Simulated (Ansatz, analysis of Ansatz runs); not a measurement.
# Migration in MgB2C2 (Pnnm): Li_i hop between interstitial places, charge 0, part 2 of 4

Aim: the barrier of one jump in MgB2C2 (Pnnm) at charge 0: Li_i hop between interstitial places. The model is a cell of 60 host atoms with 1 Li put in; Li is the atom that moves.

Ansatz 0.2.0; plane-wave PAW DFT, PBEsol; nudged elastic band between two relaxed defect structures.

So far: Set-up; Relaxation of the start point, charge 0.

## 3. Relaxation of the end point, charge 0

Level of this step: plane-wave PAW DFT, PBEsol; relaxation of all atoms of a defect supercell (Ansatz).

The end point is relaxed in the same cell and settings, so that the two energies compare.

The input, q0_M1.end/input.yaml:

```yaml
crystal:
  lattice:
    - [4.61704896, 7.1710112, 0.0]
    - [-4.61704896, 7.1710112, 0.0]
    - [0.0, 0.0, 8.29768848]
  atoms:
    - { symbol: Mg, position: [0.0, 0.5, 0.16666667] }
    - { symbol: Mg, position: [0.5, 0.0, 0.16666667] }
[... 3 atom lines left out ...]
    - { symbol: B, position: [0.80686491, 0.92274145, 0.16666667] }
[... 6 atom lines left out ...]
    - { symbol: C, position: [0.00257364, 0.21824658, 0.16666667] }
[... 1 atom line left out ...]
    - { symbol: C, position: [0.49742636, 0.28175342, 0.16666667] }
[... 7 atom lines left out ...]
    - { symbol: Mg, position: [0.0, 0.0, 0.33333333] }
    - { symbol: Mg, position: [0.5, 0.5, 0.33333333] }
[... 5 atom lines left out ...]
    - { symbol: B, position: [0.92274145, 0.30686491, 0.33333333] }
[... 1 atom line left out ...]
    - { symbol: B, position: [0.57725855, 0.19313509, 0.33333333] }
    - { symbol: C, position: [0.00257364, 0.21824658, 0.5] }
[... 1 atom line left out ...]
    - { symbol: C, position: [0.49742636, 0.28175342, 0.5] }
[... 2 atom lines left out ...]
    - { symbol: C, position: [0.71824658, 0.00257364, 0.33333333] }
[... 1 atom line left out ...]
    - { symbol: C, position: [0.78175342, 0.49742636, 0.33333333] }
[... 20 atom lines left out ...]
    - { symbol: Li, position: [0.75, 0.25, 0.4703] }
basis:
  ecutwfc: 420
  xc_grid: 2
hamiltonian:
  xc: pbesol
kpoints:
  mp_grid: { grid: [1, 1, 1] }
magnetization:
  spin_polarized: true
  initial_magnetization: 1
  spin_locking: { lock_magnetization: hard }
scf:
  occupations: { method: fixed }
  max_iter: 100
output:
  forces: true
relax:
  f_tol: 0.02
  max_steps: 70
  random_displacement: { amplitude: 0.03, seed: 9351 }
```

On the command line:

```console
ansatz run input.yaml --threads 4 --pin off --max-ram 7536MiB --backend cpu --events-out ev --progress --plain --runs-dir out
```

The program printed:

```text
[...]
Crystal: 61 atoms, lattice volume = 549.455 Å³
Basis set: ecut = 420 eV, 10723 PW (Γ), exchange–correlation on 120×120×120 points (8 copies of the dense FFT grid, shifted against one another)
Bands: 207, of which v1, the nominal top of the filled ones, is band 146 counted from 1 (145 counted from 0)
Symmetry: 1 space group operations
k-points: 1
[...]
Starting moments: Σ|m| = 1 μB on 61 of 61 sites
[...]
SCF iter   1: F=—  HF=-32766.857454 eV  |F-HF|=—  |Δ(HF+E_count)|=         —  Δρ=5.44e-2 (↑5.32e-2 ↓5.44e-2)  dr2=7.81e1  dr2_m=2.68e-2  M=1.000 μB ∫|m|=1.005 μB  β_m=0.30  ethr=3.10e-3  ⟨swp⟩=5.0  Hψ=1264  notcnv=0  defer=118
[...]
SCF iter   9: F=-32740.315155 eV  HF=-32740.315155 eV  |F-HF|=3.22e-7  |Δ(HF+E_count)|=   2.01e-6  Δρ=5.95e-6 (↑5.95e-6 ↓5.36e-6)  dr2=1.05e-6  dr2_m=7.15e-9  M=1.000 μB ∫|m|=1.216 μB  ethr=3.44e-9  ⟨swp⟩=3.0  Hψ=906  notcnv=0
[...]
F+E_penalty+E_count = -32741.28894431 eV   max|allowed force component| = 4.461e-3 eV/Å
  atoms:
    - { symbol: Mg, position: [-0.005889, 0.503854, 0.166266] }
    - { symbol: Mg, position: [0.506679, -0.003889, 0.166273] }
    [... 10 atoms left out ...]
    - { symbol: C, position: [0.006380, 0.218284, 0.165475] }
    [... 1 atom left out ...]
    - { symbol: C, position: [0.494439, 0.281667, 0.165485] }
    [... 7 atoms left out ...]
    - { symbol: Mg, position: [0.020401, -0.011575, 0.329194] }
    - { symbol: Mg, position: [0.480393, 0.511545, 0.329199] }
    [... 5 atoms left out ...]
    - { symbol: B, position: [0.927784, 0.303090, 0.330425] }
    [... 1 atom left out ...]
    - { symbol: B, position: [0.573051, 0.196861, 0.330430] }
    [... 2 atoms left out ...]
    - { symbol: C, position: [0.494747, 0.284064, 0.499265] }
    [... 2 atoms left out ...]
    - { symbol: C, position: [0.723457, 0.007321, 0.332683] }
    [... 1 atom left out ...]
    - { symbol: C, position: [0.777350, 0.492623, 0.332679] }
    [... 20 atoms left out ...]
    - { symbol: Li, position: [0.750372, 0.250119, 0.499239] }
[key lines of the parts left out:]
SCF converged after 5 iterations
Magnetization: 1.0000 μB (146.0000 up, 145.0000 down)
Free energy (F): -32741.288944 eV
Fermi energy:    9.406768 (↑ 9.406768, ↓ 8.284619) eV
```

Wall time 26 s (4 threads of Arm Neoverse V1, shared host); peak memory 0.9 GiB.

Relaxation path:

```csv
step,energy less that of the first step (eV),largest force component (eV/Å)
1,0.0000,1.5060
2,-0.7153,0.7125
3,-0.9528,0.1644
4,-0.9706,0.0570
5,-0.9733,0.0249
6,-0.9738,0.0045
```

The atoms that moved most (Å, from the sites as typed, ahead of the random displacement, the mean shift of all atoms taken out):

```csv
atom,dx,dy,dz,length
Li61,-0.001,0.001,0.242,0.242
Mg24,-0.146,-0.061,-0.032,0.161
Mg23,0.146,0.061,-0.032,0.161
Mg44,-0.146,-0.060,0.024,0.159
Mg43,0.145,0.060,0.024,0.159
B26,-0.005,0.081,-0.004,0.082
B28,0.005,-0.081,-0.004,0.082
C37,0.000,-0.073,-0.007,0.073
```

Neighbours of Li61 at the end:

```csv
atom,distance (Å)
C33,2.077
C35,2.077
B30,2.241
B50,2.241
B32,2.241
B52,2.242
B28,2.564
B26,2.566
C40,2.576
C60,2.576
C38,2.578
C58,2.578
```

Read from the output:

```
free energy                                                                                       : -32741.2889 eV
total moment                                                                                      : 1 μB
integral of the absolute spin density                                                             : 1.222 μB
spin contamination                                                                                : 0.002240
largest move from the ideal geometry of this structure, a common shift of the far atoms taken out : 0.2463 Å
```

The relaxation gained 0.974 eV and ended with a largest force component of 0.0045 eV/Å. The end lies within 1 meV of the start.

(Part 2 of 4 ends here.)

[Long decimals in the printed logs are rounded to 6 places.]

[Repeated set-up lines and some long k-point lines are left out of the logs, and relaxed atomic positions are cut to six decimals.]

[Logs are printed without paths, hosts, clocks, repeated set-up lines and the standing remarks that a program may print on its own settings, such as how far it seeks lower states.]

[Hosts, paths, dates, database ids (printed as entryN), source tags and the programs' standing remarks are cut or masked in the printed files.]
